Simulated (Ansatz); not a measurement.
# CaCd2AsP (built on the sites of a database entry of CaCd2P2): the cell at rest

Task: relax CaCd2AsP (built on the sites of a database entry of CaCd2P2) tightly.

Calculated with Ansatz 0.2.0; DFT r2SCAN, scalar-relativistic, plane waves, PAW.

Report form: the programs' logs are mostly left out.

The structure was built from a prototype and need not be the compound's stable phase.

## 1. Starting point

It takes space group P3m1 (No. 156, trigonal). The conventional cell has a = 4.314 Å, b = 4.314 Å, c = 7.092 Å, α = 90.00°, β = 90.00°, γ = 120.00°. Ca has 3 P at 3.02 Å and 3 As at 3.02 Å nearest. Nearest to Cd lie 3 As at 2.64 Å and 1 P at 2.81 Å. Nearest to Cd lie 3 P at 2.64 Å and 1 As at 2.81 Å. Nearest to P lie 4 Cd at 2.64 to 2.81 Å and 3 Ca at 3.02 Å. Nearest to As lie 4 Cd at 2.64 to 2.81 Å and 3 Ca at 3.02 Å. Farther neighbours are not listed.

Structure file:

```cif
data_structure
_symmetry_space_group_name_H-M 'P3m1'
_symmetry_Int_Tables_number 156
_cell_length_a 4.3144
_cell_length_b 4.3144
_cell_length_c 7.0924
_cell_angle_alpha 90.000
_cell_angle_beta 90.000
_cell_angle_gamma 120.000
_cell_volume 114.33
loop_
_atom_site_label
_atom_site_type_symbol
_atom_site_symmetry_multiplicity
_atom_site_Wyckoff_symbol
_atom_site_fract_x
_atom_site_fract_y
_atom_site_fract_z
_atom_site_occupancy
Ca1 Ca 1 a 0.00000 0.00000 0.00000 1
Cd1 Cd 1 b 0.33333 0.66667 0.63690 1
Cd2 Cd 1 c 0.66667 0.33333 0.36310 1
P1 P 1 b 0.33333 0.66667 0.24050 1
As1 As 1 c 0.66667 0.33333 0.75950 1
```

## 2. Probe on a coarse mesh

A quick single point on a coarse mesh tells whether the cell has a gap and how far it is from rest, which sets the k mesh and smearing that follow.

input.yaml

```yaml
crystal:
  lattice:
    - [4.31437, 0.0, 0.0]
    - [-2.15719, 3.73636, 0.0]
    - [0.0, 0.0, 7.09244]
  atoms:
    - { symbol: Ca, position: [0.0, 0.0, 0.0] }
    - { symbol: Cd, position: [0.3333333333, 0.6666666667, 0.6369] }
    - { symbol: Cd, position: [0.6666666667, 0.3333333333, 0.3631] }
    - { symbol: P, position: [0.3333333333, 0.6666666667, 0.2405] }
    - { symbol: As, position: [0.6666666667, 0.3333333333, 0.7595] }
kpoints:
  mp_grid: { grid: [6, 6, 4] }
hamiltonian:
  xc: r2scan
scf:
  occupations: { method: gaussian, width: 0.1 }
output:
  forces: true
  stress: true
  eigenvalues: true
```

Launch:

```sh
ansatz run input.yaml --threads 8 --pin off --max-ram 14336MiB --backend cpu --events-out ev --progress --plain --runs-dir out
```

The job ended after 3.3 s (8 threads of Arm Neoverse V2, shared host; peak memory 0.75 GiB; 23 s of CPU time).

Numbers from this step:

| Property | Result |
| --- | --- |
| pressure | 1.476 GPa |
| gap on the k-mesh | 1.112 eV |
| volume per atom | 22.87 Å³ |
| direct gap on mesh | 1.112 eV |

The coarse mesh shows a gap of 1.11 eV and a pressure of 1.5 GPa.

## 3. Bringing the structure to rest

The cell and atoms are relaxed, since residual forces and stress would shift the frequencies.

Changes to input.yaml since step 2:

```diff
@@ -16,3 +16,3 @@
 scf:
-  occupations: { method: gaussian, width: 0.1 }
+  occupations: { method: gaussian, width: 0.02 }
 output:
@@ -21 +21,10 @@
   eigenvalues: true
+  write_density: true
+  write_potential: true
+  elf: true
+  volumetric_format: npy
+relax:
+  adjacent_minimum: "off"
+  f_tol: 0.005
+  max_steps: 80
+  cell: { stress_tol: 0.05 }
```

The job ended after 26 s (8 threads; peak memory 0.85 GiB; 3.1 min of CPU time).

Relaxation path:

| step | energy less that of the first step (eV) | largest force component (eV/Å) | pressure (GPa) | volume (Å³) |
| --- | --- | --- | --- | --- |
| 1 | 0.0000 | 0.3199 | 1.48 | 114.33 |
| 2 | -0.0093 | 0.3461 | -0.78 | 117.84 |
| 3 | -0.0289 | 0.0658 | 0.10 | 116.41 |
| 4 | -0.0291 | 0.0452 | -0.02 | 116.49 |
| 5 | -0.0294 | 0.0077 | -0.03 | 116.61 |
| 6 | -0.0295 | 0.0041 | 0.02 | 116.49 |
| 7* | -0.0302 | 0.0041 | 0.03 | 116.49 |

Relaxation steps marked * repeat the geometry before them on a plane-wave basis chosen anew for their cell, so energy and pressure can jump there.

Forces are held to the 6 operations that the run works with; a distortion that breaks them can't arise in this run.

| conventional cell, symmetrised | before | after | change |
| --- | --- | --- | --- |
| a (Å) | 4.314 | 4.348 | +0.8 % |
| b (Å) | 4.314 | 4.348 | +0.8 % |
| c (Å) | 7.092 | 7.115 | +0.3 % |
| volume (Å³/atom) | 22.87 | 23.30 | +1.9 % |

The atoms that moved most (Å, as changes of fractional coordinates times the final cell):

| atom | dx | dy | dz | length |
| --- | --- | --- | --- | --- |
| Cd2 | 0.000 | 0.000 | -0.046 | 0.046 |
| Ca1 | 0.000 | 0.000 | 0.035 | 0.035 |
| As5 | 0.000 | 0.000 | 0.030 | 0.030 |
| Cd3 | 0.000 | 0.000 | -0.029 | 0.029 |
| P4 | 0.000 | 0.000 | 0.010 | 0.010 |

This step gave:

```yaml
pressure: 0.02595 GPa
gap_on_the_k_mesh: 0.9839 eV
volume_per_atom: 23.30 Å³
direct_gap_on_mesh: 0.9839 eV
```

Electrostatic potential energy in the ac plane at fractional y = 0.333, with atoms of Cd and As within 0.2 Å of it. With pseudopotentials it is smooth inside the atoms' cores, unlike the true potential.

Ten even steps from '0' (-16 eV) to '9' (13 eV), each cell a mean:
```
88888999999999
98888998877899
99999986433589
99999973687358
99999854999548
99999864899548
99889973465368
98888986434689
98889999878899
99899999888999
99999998766789
99999984211478
99999862000158
99999850000037
99999851000047
99999873000258
99999986433589
99999998878899
99899999999999
98889999999999
88888999999999
88788999999999
```
Columns run along a (4.3 Å; values clipped at the 3rd and 97th percentile), rows up along c (7.1 Å). Atoms in or near the plane, at fractional coordinates: Cd at (0.67, 0.36), As at (0.67, 0.76).

Valence density in the ac plane at fractional y = 0.333, with atoms of Cd and As within 0.2 Å of it. It is the smooth field of the valence electrons, not physical close to the nuclei.

Ten steps, logarithmic in the rise over the least value, from '_' (0 e/Å³) to '@' (24 e/Å³), each cell a mean:
```
____________________________
______________..........____
____________..::------::..__
__________....--**####==::..
__________..::++%%@@@@**::..
__________..::==%%@@%%++::..
__________....--++****--::..
__________....::::----::....
______________............__
________________........____
______________....::....____
____________..::==++++--..__
____________::++##%%##++::..
__________..::**%%@@@@##--..
__________..::**%%@@%%**--..
..............==**##**++::..
..........__..::------::..__
__......________......______
____________________________
____________________________
____________________________
____________________________
```
Columns run along a (4.3 Å), rows up along c (7.1 Å). Atoms in or near the plane, at fractional coordinates: Cd at (0.67, 0.36), As at (0.67, 0.76).

ELF in the ac plane at fractional y = 0.333, with atoms of Cd and As within 0.2 Å of it. It is the smooth field of the valence electrons, not physical close to the nuclei.

Values, 22 rows by 14 columns, each cell a mean:
```
0.05 0.03 0.04 0.03 0.03 0.11 0.33 0.59 0.67 0.70 0.69 0.62 0.41 0.17
0.13 0.04 0.03 0.03 0.08 0.33 0.61 0.74 0.75 0.75 0.75 0.75 0.66 0.43
0.32 0.11 0.04 0.07 0.24 0.57 0.73 0.73 0.70 0.67 0.69 0.73 0.74 0.65
0.49 0.23 0.11 0.17 0.41 0.67 0.72 0.66 0.49 0.35 0.43 0.62 0.71 0.71
0.50 0.27 0.16 0.22 0.43 0.66 0.70 0.56 0.29 0.20 0.23 0.49 0.68 0.70
0.43 0.23 0.16 0.20 0.36 0.61 0.67 0.55 0.28 0.17 0.21 0.47 0.66 0.66
0.31 0.18 0.16 0.17 0.26 0.51 0.65 0.61 0.48 0.36 0.43 0.58 0.65 0.59
0.23 0.17 0.17 0.17 0.20 0.39 0.59 0.64 0.61 0.59 0.60 0.63 0.62 0.47
0.18 0.16 0.17 0.17 0.17 0.28 0.44 0.57 0.60 0.60 0.60 0.58 0.49 0.33
0.15 0.15 0.16 0.15 0.15 0.19 0.26 0.31 0.31 0.31 0.31 0.31 0.28 0.22
0.12 0.12 0.13 0.13 0.12 0.14 0.15 0.15 0.16 0.17 0.16 0.15 0.15 0.14
0.14 0.14 0.14 0.14 0.14 0.14 0.16 0.25 0.35 0.41 0.38 0.28 0.17 0.14
0.18 0.23 0.25 0.24 0.20 0.16 0.20 0.39 0.54 0.64 0.58 0.43 0.25 0.16
0.25 0.37 0.42 0.39 0.29 0.18 0.23 0.46 0.68 0.86 0.75 0.52 0.30 0.17
0.36 0.52 0.57 0.54 0.42 0.22 0.21 0.43 0.63 0.78 0.69 0.49 0.27 0.18
0.48 0.63 0.67 0.64 0.54 0.30 0.19 0.32 0.47 0.54 0.50 0.37 0.20 0.22
0.58 0.69 0.72 0.70 0.62 0.40 0.21 0.20 0.28 0.34 0.31 0.22 0.18 0.31
0.59 0.67 0.70 0.68 0.62 0.45 0.27 0.17 0.18 0.19 0.18 0.17 0.21 0.37
0.45 0.50 0.51 0.51 0.48 0.37 0.25 0.15 0.13 0.13 0.13 0.14 0.20 0.32
0.18 0.19 0.19 0.19 0.19 0.17 0.13 0.09 0.07 0.07 0.07 0.08 0.11 0.15
0.06 0.07 0.07 0.07 0.06 0.06 0.06 0.08 0.10 0.11 0.10 0.08 0.06 0.06
0.03 0.04 0.05 0.04 0.03 0.04 0.09 0.22 0.32 0.37 0.34 0.25 0.12 0.05
```
Columns run along a (4.3 Å), rows up along c (7.1 Å). Atoms in or near the plane, at fractional coordinates: Cd at (0.67, 0.36), As at (0.67, 0.76).

In this step the volume went from 22.87 to 23.30 Å³/atom.

## 4. Relaxing to small forces for the phonons

Phonons need a cell at rest on their own settings, so the relaxation is repeated with tight tolerances on forces and stress on the k mesh and occupations of the first response run.

input.yaml

```yaml
crystal:
  lattice:
    - [4.3480988795, 2.9093e-06, 0.0]
    - [-2.1740519593, 3.7655626332, 0.0]
    - [0.0, 0.0, 7.1149597588]
  atoms:
    - { symbol: Ca, position: [0.0, 0.0, 0.0048614232] }
    - { symbol: Cd, position: [0.3333333333, 0.6666666667, 0.630481868] }
    - { symbol: Cd, position: [0.6666666667, 0.3333333333, 0.3590532367] }
    - { symbol: P, position: [0.3333333333, 0.6666666667, 0.241846979] }
    - { symbol: As, position: [0.6666666667, 0.3333333333, 0.7637564932] }
kpoints:
  mp_grid: { grid: [6, 6, 4] }
hamiltonian:
  xc: r2scan
scf:
  occupations: { method: fixed }
output:
  forces: true
  stress: true
  eigenvalues: true
relax:
  adjacent_minimum: "off"
  f_tol: 0.001
  max_steps: 60
  cell: { stress_tol: 0.01 }
```

Elapsed: 13 s, on 8 threads; peak memory 0.82 GiB.

Little changed from the start: no atom moved by 0.005 Å and no cell edge by 0.1 %.

Numbers from this step:

```yaml
pressure: -2.32e-4 GPa
gap_on_the_k_mesh: 0.9833 eV
volume_per_atom: 23.31 Å³
direct_gap_on_mesh: 0.9833 eV
```

The largest force component left is 0.40 meV/Å and the pressure is 0.000 GPa, within the tolerances set. The cell now holds 23.31 Å³/atom.

## 5. Outcome

```json
{"space group after relaxation (within 0.01 Å)": "P3m1", "lattice constant a": "4.348 Å", "lattice constant b": "4.348 Å", "lattice constant c": "7.118 Å", "volume per atom": "23.3 Å³", "gap on the k-mesh": "0.983 eV"}
```

The largest force component left is 0.40 meV/Å and the pressure is 0.000 GPa, within the tolerances set. The cell now holds 23.31 Å³/atom. The relaxation keeps the symmetry of its start, so it says nothing on stability against lower symmetry. The starting cell was built on a prototype and not taken from a measurement, so the phase need not exist.

[Logs are printed without paths, hosts, clocks, repeated set-up lines and the standing remarks that a program may print on its own settings, such as how far it seeks lower states.]

[Hosts, paths, dates, database ids (printed as entryN), source tags and the programs' standing remarks are cut or masked in the printed files.]
